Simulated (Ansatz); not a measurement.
# Li on Cu(110): change of the work function

Aim: the work function of Cu(110) at several coverages of Li (hollow site), and the dipole that each adsorbate carries.

Program: Ansatz 0.2.0. Level of theory: plane-wave DFT, PBE, Ansatz PAW. Values are calculated unless marked as measured.

## (1) Set-up

The cell holds 4 atoms: 4 Cu. Cell: a = 3.610 Å, b = 2.553 Å, c = 21.829 Å, α = 90.0°, β = 90.0°, γ = 90.0°. Vacuum lies along c.

## (2) The clean slab

The bare slab comes first, as the zero from which every change is counted. The two lowest layers are held at bulk places and the upper ones relax. The dipole correction removes the false field that a one-sided slab makes across the periodic vacuum, so each face gets a flat vacuum level of its own.

Input file input.yaml:

```yaml
crystal:
  lattice:
    - [3.61, 0.0, 0.0]
    - [0.0, 2.5526554801, 0.0]
    - [0.0, 0.0, 21.8289832201]
  atoms:
    - { symbol: Cu, position: [0.5, 0.5, 0.412295887] }
    - { symbol: Cu, position: [0.0, 0.0, 0.4707652957] }
    - { symbol: Cu, position: [0.5, 0.5, 0.5292347043] }
    - { symbol: Cu, position: [0.0, 0.0, 0.587704113] }
kpoints:
  mp_grid: { grid: [12, 12, 1] }
hamiltonian:
  xc: pbe
scf:
  occupations: { method: fermi_dirac, width: 0.1 }
  convergence: { dr2_threshold: 1.0e-08 }
efield:
  axis: 3
  dipole_correction: true
  ramp_position: 0.97
  ramp_width: 0.06
relax:
  f_tol: 0.02
  max_steps: 60
  constraints: [{ sites: [0, 1] }]
output:
  write_potential: true
  write_density: true
  volumetric_format: npy
```

Command:

```console
ansatz run input.yaml --threads 4 --pin off --max-ram 16384MiB --backend cpu --events-out ev --progress --plain --runs-dir out
```

Output:

```text
Engine: ansatz 0.2.0, aarch64-unknown-linux-gnu
Pseudopotentials: kind: paw
Pseudopotential: Cu, paw, valence charge 19, recommended cutoff 420 eV (normal), Cu.paw.azcp
Functional definition: PBE
  parameter kappa = 0.804
  parameter beta = 0.066725
  exchange = pbe_x(kappa = kappa, mu = beta*pi^2/3)
  correlation = pbe_c(beta = beta)
Crystal: 4 atoms, lattice volume = 201.156 Å³
Basis set: ecut = 420 eV, 3941 PW (Γ), exchange–correlation on 50×36×300 points (8 copies of the dense FFT grid, shifted against one another)
Bands: 46, of which v1, the nominal top of the filled ones, is band 38 counted from 1 (37 counted from 0)
Symmetry: 4 space group operations
k-points: 49 of 144
Non-local potential: Cu, projectors of the file, l = 0: 3, l = 1: 2, l = 2: 3, l = 3: 1
PAW form: soft (Blöchl's): semilocal exchange-correlation on the pseudo side does not see the compensation charge
PAW one-centre angular grid: Cu, 590 points (default); XC on 64 Gauss nodes
Initial density: superposition of atomic densities (neutral atoms: chi_scale 0, normalization atom), corrected by the library's trained network
Initial wavefunctions: pseudopotential atomic-orbital guess
Functional: x = pbe(κ = 0.804, μ = 0.219515), c = pbe(β = 0.066725)
SCF iter   1: F=—  HF=-26498.839620 eV  |F-HF|=—  |Δ(HF+E_count)|=         —  Δρ=1.83e-3  dr2=3.89e-2  ethr=1.77e-3  p=0.000 e·Å  D=1.06e-13 V/Å  ΔV_dip=-0.00 eV  dr2_dipole=1.81e-9  V_vac-E_F(+/−)=4.30/4.30 eV  ⟨swp⟩=8.6  Hψ=10023  notcnv=0  defer=21
efield: sawtooth ramp at fractional position 0.9700 (set: `efield.ramp_position`, or a place that a band, a saddle search or an elastic batch's reference lends), width 0.0600; the density the first Hamiltonian is built on has a dipole p = 0.000 e·Å; the dipole correction subtracts the counter field D = 1.06e-13 V/Å, which shifts the + side's vacuum level by -0.00 eV against the − side's; the planar-averaged density in the ramp window peaks in size at 2.8e-6 e/Å³
preconditioner: auto → LDOS  [metal: Δε(μ)=0.026 eV  Ē_g=7.341 eV  σ=0.100 eV  W_gap=0.07  n_scr=38 (ndim 8)  ℏωp=17.4 eV  f_vac=0.693  D(μ)=1.55/eV (n_scr^D=8)  β→1.0]
SCF iter   2: F=—  HF=-26498.849870 eV  |F-HF|=—  |Δ(HF+E_count)|=   1.03e-2  Δρ=4.30e-3  dr2=2.76e-2  ethr=5.11e-5  p=0.000 e·Å  D=3.40e-5 V/Å  ΔV_dip=-0.00 eV  dr2_dipole=5.64e-8  V_vac-E_F(+/−)=4.39/4.39 eV  ⟨swp⟩=2.1  Hψ=4075  notcnv=0  defer=70
SCF iter   3: F=—  HF=-26498.844260 eV  |F-HF|=—  |Δ(HF+E_count)|=   5.61e-3  Δρ=8.28e-4  dr2=2.23e-3  ethr=3.63e-5  p=0.000 e·Å  D=1.32e-5 V/Å  ΔV_dip=-0.00 eV  dr2_dipole=4.16e-9  V_vac-E_F(+/−)=4.39/4.39 eV  ⟨swp⟩=2.1  Hψ=2910  notcnv=0  defer=70
SCF iter   4: F=—  HF=-26498.844465 eV  |F-HF|=—  |Δ(HF+E_count)|=   2.05e-4  Δρ=7.03e-4  dr2=8.80e-4  ethr=2.94e-6  p=0.000 e·Å  D=1.59e-5 V/Å  ΔV_dip=-0.00 eV  dr2_dipole=8.09e-10  V_vac-E_F(+/−)=4.38/4.38 eV  ⟨swp⟩=2.0  Hψ=3327  notcnv=0  defer=70
SCF iter   5: F=—  HF=-26498.844446 eV  |F-HF|=—  |Δ(HF+E_count)|=   1.91e-5  Δρ=3.29e-4  dr2=1.36e-4  ethr=1.16e-6  p=0.000 e·Å  D=8.78e-6 V/Å  ΔV_dip=-0.00 eV  dr2_dipole=4.02e-9  V_vac-E_F(+/−)=4.40/4.40 eV  ⟨swp⟩=2.0  Hψ=3374  notcnv=0  defer=70
SCF iter   6: F=—  HF=-26498.844437 eV  |F-HF|=—  |Δ(HF+E_count)|=   9.29e-6  Δρ=1.60e-4  dr2=3.83e-5  ethr=1.79e-7  p=0.000 e·Å  D=8.06e-6 V/Å  ΔV_dip=-0.00 eV  dr2_dipole=3.90e-10  V_vac-E_F(+/−)=4.40/4.40 eV  ⟨swp⟩=2.0  Hψ=3190  notcnv=0  defer=70
SCF iter   7: F=—  HF=-26498.844451 eV  |F-HF|=—  |Δ(HF+E_count)|=   1.37e-5  Δρ=3.90e-5  dr2=3.52e-6  ethr=5.04e-8  p=0.000 e·Å  D=5.05e-6 V/Å  ΔV_dip=-0.00 eV  dr2_dipole=8.10e-10  V_vac-E_F(+/−)=4.40/4.40 eV  ⟨swp⟩=2.0  Hψ=3148  notcnv=0  defer=70
SCF iter   8: F=—  HF=-26498.844410 eV  |F-HF|=—  |Δ(HF+E_count)|=   4.11e-5  Δρ=2.98e-5  dr2=1.11e-6  ethr=4.63e-9  p=0.000 e·Å  D=4.46e-6 V/Å  ΔV_dip=-0.00 eV  dr2_dipole=1.52e-9  V_vac-E_F(+/−)=4.41/4.41 eV  ⟨swp⟩=2.1  Hψ=3322  notcnv=0  defer=70
SCF iter   9: F=—  HF=-26498.844409 eV  |F-HF|=—  |Δ(HF+E_count)|=   5.06e-7  Δρ=6.35e-6  dr2=4.66e-8  ethr=1.46e-9  p=0.000 e·Å  D=3.61e-8 V/Å  ΔV_dip=-0.00 eV  dr2_dipole=3.83e-10  V_vac-E_F(+/−)=4.41/4.41 eV  ⟨swp⟩=2.0  Hψ=3183  notcnv=0  defer=70
SCF iter  10: F=—  HF=-26498.844410 eV  |F-HF|=—  |Δ(HF+E_count)|=   6.09e-7  Δρ=7.32e-6  dr2=7.28e-8  ethr=1.32e-11  p=0.000 e·Å  D=1.52e-6 V/Å  ΔV_dip=-0.00 eV  dr2_dipole=1.45e-10  V_vac-E_F(+/−)=4.41/4.41 eV  ⟨swp⟩=9.8  Hψ=15612  notcnv=0
SCF iter  11: F=—  HF=-26498.844410 eV  |F-HF|=—  |Δ(HF+E_count)|=   3.21e-8  Δρ=4.38e-6  dr2=2.56e-8  ethr=6.13e-11  p=-0.000 e·Å  D=-3.92e-7 V/Å  ΔV_dip=0.00 eV  dr2_dipole=9.38e-11  V_vac-E_F(+/−)=4.41/4.41 eV  ⟨swp⟩=2.0  Hψ=3419  notcnv=0  defer=61
SCF iter  12: F=-26498.844410 eV  HF=-26498.844410 eV  |F-HF|=4.57e-9  |Δ(HF+E_count)|=   3.61e-8  Δρ=7.69e-7  dr2=8.91e-10  ethr=1.32e-11  p=0.000 e·Å  D=9.59e-8 V/Å  ΔV_dip=-0.00 eV  dr2_dipole=1.50e-12  V_vac-E_F(+/−)=4.41/4.41 eV  ⟨swp⟩=8.8  Hψ=13776  notcnv=0
SCF 1 converged in 12 iterations: F = -26498.844410 eV  dr2 = 8.91e-10
  greatest PAW one-centre occupation: 1.000 electrons in one spin orbital (limit 2), on the Cu atom at site 0 (counted from 0), in its partial waves of l = 0
relax step   1: F+E_penalty+E_count = -26498.84440968 eV  Δ(F+E_penalty+E_count) = +0.000e0 eV  max|allowed force component| = 4.337e-1 eV/Å  Δτ_max = 0.0000 Å  (12 SCF iters, accepted)
Initial density: handed on by an earlier stage of this run
Initial wavefunctions: those handed on with the density
iter 1 solved again at ethr=2.74e-6 eV; its pass at ethr=3.10e-3 eV (dr2=2.08e-3 eV) is discarded
SCF iter   1: F=—  HF=-26498.856507 eV  |F-HF|=—  |Δ(HF+E_count)|=         —  Δρ=1.47e-3  dr2=2.03e-3  ethr=2.74e-6  p=0.000 e·Å  D=2.87e-7 V/Å  ΔV_dip=-0.00 eV  dr2_dipole=7.89e-6  V_vac-E_F(+/−)=4.41/4.41 eV  ⟨swp⟩=2.4  Hψ=7328  notcnv=0  defer=69
efield: sawtooth ramp at fractional position 0.9700 (set: `efield.ramp_position`, or a place that a band, a saddle search or an elastic batch's reference lends), width 0.0600; the density the first Hamiltonian is built on has a dipole p = 0.000 e·Å; the dipole correction subtracts the counter field D = 2.87e-7 V/Å, which shifts the + side's vacuum level by -0.00 eV against the − side's; the planar-averaged density in the ramp window peaks in size at 3.4e-6 e/Å³
preconditioner: auto → LDOS  [metal: Δε(μ)=0.060 eV  Ē_g=7.457 eV  σ=0.100 eV  W_gap=0.15  n_scr=38 (ndim 8)  ℏωp=17.4 eV  f_vac=0.692  D(μ)=1.63/eV (n_scr^D=8)  β→1.0]
[...]
SCF iter   6: F=—  HF=-26498.855709 eV  |F-HF|=—  |Δ(HF+E_count)|=   6.74e-7  Δρ=1.18e-5  dr2=4.45e-7  ethr=1.14e-8  p=-0.000 e·Å  D=-4.32e-5 V/Å  ΔV_dip=0.00 eV  dr2_dipole=9.52e-8  V_vac-E_F(+/−)=4.42/4.41 eV  ⟨swp⟩=2.0  Hψ=3175  notcnv=0  defer=69
SCF iter   7: F=—  HF=-26498.855710 eV  |F-HF|=—  |Δ(HF+E_count)|=   8.10e-7  Δρ=1.42e-5  dr2=2.37e-7  ethr=5.86e-10  p=-0.000 e·Å  D=-2.57e-5 V/Å  ΔV_dip=0.00 eV  dr2_dipole=4.48e-10  V_vac-E_F(+/−)=4.41/4.41 eV  ⟨swp⟩=3.6  Hψ=4531  notcnv=0  defer=69
SCF iter   8: F=—  HF=-26498.855710 eV  |F-HF|=—  |Δ(HF+E_count)|=   6.54e-8  Δρ=3.90e-6  dr2=2.56e-8  ethr=3.11e-10  p=-0.000 e·Å  D=-1.95e-5 V/Å  ΔV_dip=0.00 eV  dr2_dipole=2.48e-11  V_vac-E_F(+/−)=4.41/4.41 eV  ⟨swp⟩=2.0  Hψ=3159  notcnv=0  defer=69
SCF iter   9: F=-26498.855710 eV  HF=-26498.855710 eV  |F-HF|=7.00e-9  |Δ(HF+E_count)|=   5.23e-8  Δρ=1.91e-6  dr2=7.75e-9  ethr=1.32e-11  p=-0.000 e·Å  D=-1.52e-5 V/Å  ΔV_dip=0.00 eV  dr2_dipole=1.50e-10  V_vac-E_F(+/−)=4.41/4.41 eV  ⟨swp⟩=9.0  Hψ=14755  notcnv=0
SCF 2 converged in 9 iterations: F = -26498.855710 eV  dr2 = 7.75e-9
relax step   2: F+E_penalty+E_count = -26498.85571010 eV  Δ(F+E_penalty+E_count) = -1.130e-2 eV  max|allowed force component| = 3.031e-1 eV/Å  Δτ_max = 0.0205 Å  (9 SCF iters, accepted)
SCF iter   1: F=—  HF=-26498.870325 eV  |F-HF|=—  |Δ(HF+E_count)|=         —  Δρ=3.28e-3  dr2=1.04e-2  ethr=1.38e-4  p=-0.000 e·Å  D=-1.53e-5 V/Å  ΔV_dip=0.00 eV  dr2_dipole=6.45e-5  V_vac-E_F(+/−)=4.42/4.42 eV  ⟨swp⟩=4.6  Hψ=5913  notcnv=0  defer=69
efield: sawtooth ramp at fractional position 0.9700 (set: `efield.ramp_position`, or a place that a band, a saddle search or an elastic batch's reference lends), width 0.0600; the density the first Hamiltonian is built on has a dipole p = -0.000 e·Å; the dipole correction subtracts the counter field D = -1.53e-5 V/Å, which shifts the + side's vacuum level by +0.00 eV against the − side's; the planar-averaged density in the ramp window peaks in size at 5.0e-6 e/Å³
preconditioner: auto → LDOS  [metal: Δε(μ)=0.062 eV  Ē_g=7.466 eV  σ=0.100 eV  W_gap=0.15  n_scr=38 (ndim 8)  ℏωp=17.4 eV  f_vac=0.693  D(μ)=1.60/eV (n_scr^D=8)  β→1.0]
SCF iter   2: F=—  HF=-26498.867857 eV  |F-HF|=—  |Δ(HF+E_count)|=   2.47e-3  Δρ=2.53e-3  dr2=9.92e-3  ethr=1.36e-5  p=-0.001 e·Å  D=-6.25e-4 V/Å  ΔV_dip=0.01 eV  dr2_dipole=2.97e-4  V_vac-E_F(+/−)=4.46/4.44 eV  ⟨swp⟩=2.0  Hψ=4766  notcnv=0  defer=67
SCF iter   3: F=—  HF=-26498.868105 eV  |F-HF|=—  |Δ(HF+E_count)|=   2.49e-4  Δρ=2.95e-3  dr2=1.06e-2  ethr=1.31e-5  p=0.001 e·Å  D=4.83e-4 V/Å  ΔV_dip=-0.01 eV  dr2_dipole=3.94e-5  V_vac-E_F(+/−)=4.42/4.43 eV  ⟨swp⟩=2.0  Hψ=4201  notcnv=0  defer=67
SCF iter   4: F=—  HF=-26498.866901 eV  |F-HF|=—  |Δ(HF+E_count)|=   1.20e-3  Δρ=1.88e-3  dr2=4.37e-3  ethr=1.31e-5  p=0.000 e·Å  D=2.41e-4 V/Å  ΔV_dip=-0.01 eV  dr2_dipole=1.68e-5  V_vac-E_F(+/−)=4.42/4.43 eV  ⟨swp⟩=1.0  Hψ=2189  notcnv=0  defer=67
SCF iter   5: F=—  HF=-26498.866139 eV  |F-HF|=—  |Δ(HF+E_count)|=   7.61e-4  Δρ=4.79e-4  dr2=2.67e-4  ethr=5.75e-6  p=-0.000 e·Å  D=-1.94e-4 V/Å  ΔV_dip=0.00 eV  dr2_dipole=4.24e-7  V_vac-E_F(+/−)=4.43/4.43 eV  ⟨swp⟩=2.0  Hψ=3232  notcnv=0  defer=67
SCF iter   6: F=—  HF=-26498.866075 eV  |F-HF|=—  |Δ(HF+E_count)|=   6.42e-5  Δρ=6.53e-5  dr2=7.23e-6  ethr=3.51e-7  p=-0.000 e·Å  D=-2.68e-4 V/Å  ΔV_dip=0.01 eV  dr2_dipole=2.93e-7  V_vac-E_F(+/−)=4.43/4.43 eV  ⟨swp⟩=2.0  Hψ=3246  notcnv=0  defer=67
SCF iter   7: F=—  HF=-26498.866019 eV  |F-HF|=—  |Δ(HF+E_count)|=   5.56e-5  Δρ=3.49e-5  dr2=2.80e-6  ethr=9.52e-9  p=-0.000 e·Å  D=-3.00e-4 V/Å  ΔV_dip=0.01 eV  dr2_dipole=3.05e-7  V_vac-E_F(+/−)=4.43/4.43 eV  ⟨swp⟩=2.0  Hψ=3994  notcnv=0  defer=67
SCF iter   8: F=—  HF=-26498.866020 eV  |F-HF|=—  |Δ(HF+E_count)|=   3.36e-7  Δρ=3.28e-5  dr2=1.56e-6  ethr=3.69e-9  p=-0.000 e·Å  D=-3.00e-4 V/Å  ΔV_dip=0.01 eV  dr2_dipole=7.27e-8  V_vac-E_F(+/−)=4.43/4.43 eV  ⟨swp⟩=2.0  Hψ=3106  notcnv=0  defer=67
SCF iter   9: F=—  HF=-26498.866020 eV  |F-HF|=—  |Δ(HF+E_count)|=   3.69e-8  Δρ=5.54e-6  dr2=1.37e-7  ethr=2.06e-9  p=-0.000 e·Å  D=-3.03e-4 V/Å  ΔV_dip=0.01 eV  dr2_dipole=2.28e-8  V_vac-E_F(+/−)=4.43/4.43 eV  ⟨swp⟩=2.0  Hψ=3035  notcnv=0  defer=67
SCF iter  10: F=-26498.866020 eV  HF=-26498.866020 eV  |F-HF|=6.27e-8  |Δ(HF+E_count)|=   1.36e-7  Δρ=1.68e-6  dr2=5.92e-9  ethr=1.32e-11  p=-0.000 e·Å  D=-3.04e-4 V/Å  ΔV_dip=0.01 eV  dr2_dipole=2.60e-10  V_vac-E_F(+/−)=4.43/4.43 eV  ⟨swp⟩=7.9  Hψ=15803  notcnv=0
SCF 3 converged in 10 iterations: F = -26498.866020 eV  dr2 = 5.92e-9
relax step   3: F+E_penalty+E_count = -26498.86601991 eV  Δ(F+E_penalty+E_count) = -1.031e-2 eV  max|allowed force component| = 6.178e-3 eV/Å  Δτ_max = 0.0556 Å  (10 SCF iters, accepted)
NSCF: frozen V_eff on 49 k-points
the search or the solves at the SCF's close seem to have found levels that the self-consistency loop had missed (the run counts 1). By its estimate they hold under 1e-12 electrons; where the run keeps them, the occupations were computed again with them
WARN: The input density's exchange-correlation potential varies sharply where the density is thin. Do not read a vacuum level from v_tot or v_xc, or from such a field of the output density. On a cell that repeats whose density bears no net charge and no dipole along the vacuum's axis use v_es (v_loc + v_h of the components); under efield.dipole_correction with no amplitude use v_es + v_field, which holds any external [...]
SCF converged after 10 iterations
Free energy (F): -26498.866020 eV
Harris-Foulkes:  -26498.866020 eV  (|F-HF|=6.27e-8)
Internal energy: -26498.813342 eV  (E = F + TS)
E sigma→0 (E₀):  -26498.839681 eV
Entropy (-TS):   -0.052678 eV (-13.170 meV/atom)
Fermi energy:    0.599702 eV
Dipole field:    D = -0.000325 V/Å  (p = -0.000362 e·Å, saw-weighted, corrected)
Work function:   Φ+ = 4.4340 eV   Φ− = 4.4269 eV
Levels:          The Fermi level and band energies are counted from a zero that moves with the ramp; work functions are not
--- Per-component energies (eV) ---
  E_band       = -2645.086871
  E_kinetic    = 1197.356169
  E_local      = -139158.538289  (includes V_loc(G=0)·N_el)
  E_nonlocal   = 1570.109886
  E_hartree    = 68014.072616
  E_xc         = -353.452587
  E_vxc        = -455.672866  (∫ρ·V_xc dr)
  E_paw        = -6661.783575  (= ΣΔE_a)
  E_vpaw       = -1826.478682  (= ΣTr[D̂ρ^β])
  E_aug_tail   = 0.001113  (compensation charges beyond the density's cutoff)
  E_efield     = 0.000000  (sawtooth field / dipole correction)
  E_vefield    = 0.000260  (∫n·V_field dr)
  E_ewald      = 48893.421326
  E_smearing   = -0.052678  (= −TS)
  E_closure    = 0.000000  (closes the sum)
  Σ components = -26498.866020   (vs F -26498.866020, Δ=0.00e0)
--- Forces (eV/Å), atoms counted from 1 ---
  atom   1  Cu     0.00000000     0.00000000     0.39489467
  atom   2  Cu     0.00000000     0.00000000    -0.39547061
  atom   3  Cu     0.00000000     0.00000000     0.00617840
  atom   4  Cu     0.00000000     0.00000000    -0.00556464
  max |Σ_I F_I| component: 3.78e-5 eV/Å
--- Band table (eV; the first three rows and the last of 49) ---
  k-point 0: bands = [... 34 lower, -1.1118, -0.9747, -0.9585, -0.7847, -0.0266, 2.7061, 3.7012, 4.5938, ... 4 higher]
  k-point 1: bands = [... 34 lower, -1.0342, -1.0075, -0.8924, -0.8681, 0.1231, 2.8767, 4.0118, 4.7516, ... 4 higher]
  k-point 2: bands = [... 34 lower, -1.0976, -1.0026, -0.9500, -0.8175, 0.5503, 3.3665, 4.8493, 5.2218, ... 4 higher]
  k-point 48: bands = [... 34 lower, -0.8274, -0.7855, 1.2466, 1.2826, 4.3491, 4.4451, 4.8089, 4.8495, ... 4 higher]
--- Relaxed structure (3 steps of the walk, 3 accepted, 0 SCFs on fresh bases) ---
  F+E_penalty+E_count = -26498.86601991 eV   max|allowed force component| = 6.178e-3 eV/Å
  atoms:
    - { symbol: Cu, position: [0.5, 0.5, 0.412296] }
    - { symbol: Cu, position: [0.0, 0.0, 0.4707652957] }
    - { symbol: Cu, position: [0.5, 0.5, 0.532718] }
    - { symbol: Cu, position: [0.0, 0.0, 0.586149] }
```

The job ended after 36 s (4 threads of Arm Neoverse V1, shared host; peak memory 0.68 GiB).

The column dr2 measures how far the density is from self-consistency, as an energy; F and HF (Harris–Foulkes) agree once it is small.

The steps of the relaxation:

| step | energy less that of the first step (eV) | largest force component (eV/Å) |
| --- | --- | --- |
| 1 | 0.0000 | 0.4337 |
| 2 | -0.0113 | 0.3031 |
| 3 | -0.0216 | 0.0062 |

The run keeps the 4 symmetry operations that the program found, so distortions that break them were not tested.

The atoms that moved most (Å):

| atom | dx | dy | dz | length |
| --- | --- | --- | --- | --- |
| Cu3 | 0.000 | 0.000 | 0.076 | 0.076 |
| Cu4 | 0.000 | 0.000 | -0.034 | 0.034 |

Final coordinates:

```xyz
4
Lattice="3.6100 0.0000 0.0000 0.0000 2.5527 0.0000 0.0000 0.0000 21.8290" Properties=species:S:1:pos:R:3
Cu    1.8050    1.2763    9.0000
Cu    0.0000    0.0000   10.2763
Cu    1.8050    1.2763   11.6287
Cu    0.0000    0.0000   12.7950
```

Numbers from this step:

```yaml
energy_at_zero_smearing: -26498.8397 eV
work_function_upper_face: 4.434 eV
dipole_along_the_normal: -3.62e-4 e·Å
```

Running mean over 1.276 Å of the planar mean; the ramp of the sawtooth is left out. Electron's electrostatic potential energy less the Fermi level against z:

z (Å), electron's electrostatic potential energy less the Fermi level (eV) and a bar from the least value:
```
     2.91       4.43 ##############################
     3.35       4.43 ##############################
     3.78       4.43 ##############################
     4.22       4.43 ##############################
     4.66       4.43 ##############################
     5.09       4.42 ##############################
     5.53       4.42 ##############################
     5.97       4.41 ##############################
     6.40       4.37 ##############################
     6.84       4.26 ##############################
     7.28       3.93 #############################
     7.71       2.84 ###########################
     8.15      -0.36 ####################
     8.59      -4.66 ###########
     9.02      -7.63 ####
     9.46      -8.48 ##
     9.90      -8.65 ##
    10.33      -8.48 ##
    10.77      -8.18 ###
    11.06      -8.21 ###
    11.50      -8.77 ##
    11.93      -9.61 
    12.37      -9.54 
    12.81      -8.07 ###
    13.24      -4.48 ###########
    13.68      -0.07 ####################
    14.12       2.99 ###########################
    14.55       3.97 #############################
    14.99       4.27 ##############################
    15.43       4.38 ##############################
    15.86       4.41 ##############################
    16.30       4.43 ##############################
    16.74       4.43 ##############################
    17.17       4.43 ##############################
    17.61       4.43 ##############################
    18.05       4.43 ##############################
    18.48       4.43 ##############################
    18.92       4.43 ##############################
```

The relaxation took 3 steps and lowered the energy by 0.022 eV; the largest force on the free atoms ends at 0.0062 eV/Å.

The work function of the upper face is 4.43 eV.

(Continued in part 2 of 4.)

[Long decimals in the printed logs are rounded to 6 places.]

[Logs are printed without paths, hosts, clocks, repeated set-up lines and the standing remarks that a program may print on its own settings, such as how far it seeks lower states.]

[Hosts, paths, dates, database ids (printed as entryN), source tags and the programs' standing remarks are cut or masked in the printed files.]

[Maps of the electrostatic potential energy from Ansatz leave out the sawtooth potential of an applied field or a dipole correction, so their vacuum need not be flat; planar profiles and work functions include it.]
